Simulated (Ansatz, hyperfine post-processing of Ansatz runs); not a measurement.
# A contact shift by hand: 23Na in NaFeH8N2F6

A spin-polarised calculation (DFT, PBE+U, plane-wave PAW, default files (PAW set soft_2), collinear spin, scalar-relativistic; Ansatz) with all Fe moments parallel (S = 2.5 each) puts a spin density ρ↑ − ρ↓ of 0.1147 e/Å³, counted along the moments, at one Na nucleus (6 Fe through links of 180° (6)). Take g = 2, spin-only moments and Θ = 0 K (a pure Curie law); γ/2π of 23Na is 11.2688 MHz/T.

**Task.** Find the contact field, the hyperfine constant and the contact shift at 298 K and 380 K, supposing that the crystal is a paramagnet with these local moments at both.

1. A spin density ρ_s carries a moment density μB ρ_s, and the contact field is B_c = (2μ₀/3) μB ρ_s. For 1 e/Å³ that is 7.769 T, so B_c = 0.8911 T.

2. With H = A S·I summed over the ions, A = γB_c/(2πS) = 11.2688 × 0.8911 / 2.5 = 4.02 MHz.

3. In a field B0 the paramagnet reaches only a fraction of saturation, M/M_sat = g μB (S + 1) B0 / [3 k_B (T − Θ)]. At 298 K this is 5.2595e-03 per tesla, or 3.71 % at 7.05 T.

4. The shift is that fraction of B_c over B0, so B0 drops out: δ = 0.8911 × 5.2595e-03 × 10⁶ = 4690 ppm at 298 K.

5. At 380 K it scales by (298 − Θ)/(380 − Θ) = 0.784, to 3680 ppm.

6. The sign says that the spin at the nucleus is parallel to the Fe moments, as where half-filled orbitals delocalise onto the site. Over this level and the 2 others of the session's ladder with the same moment and an open gap (any hybrids aside), the field runs from 0.851 to 0.891 T. Orbital and pseudocontact parts are not included.

[Hosts, paths, dates, database ids (printed as entryN), source tags and the programs' standing remarks are cut or masked in the printed files.]
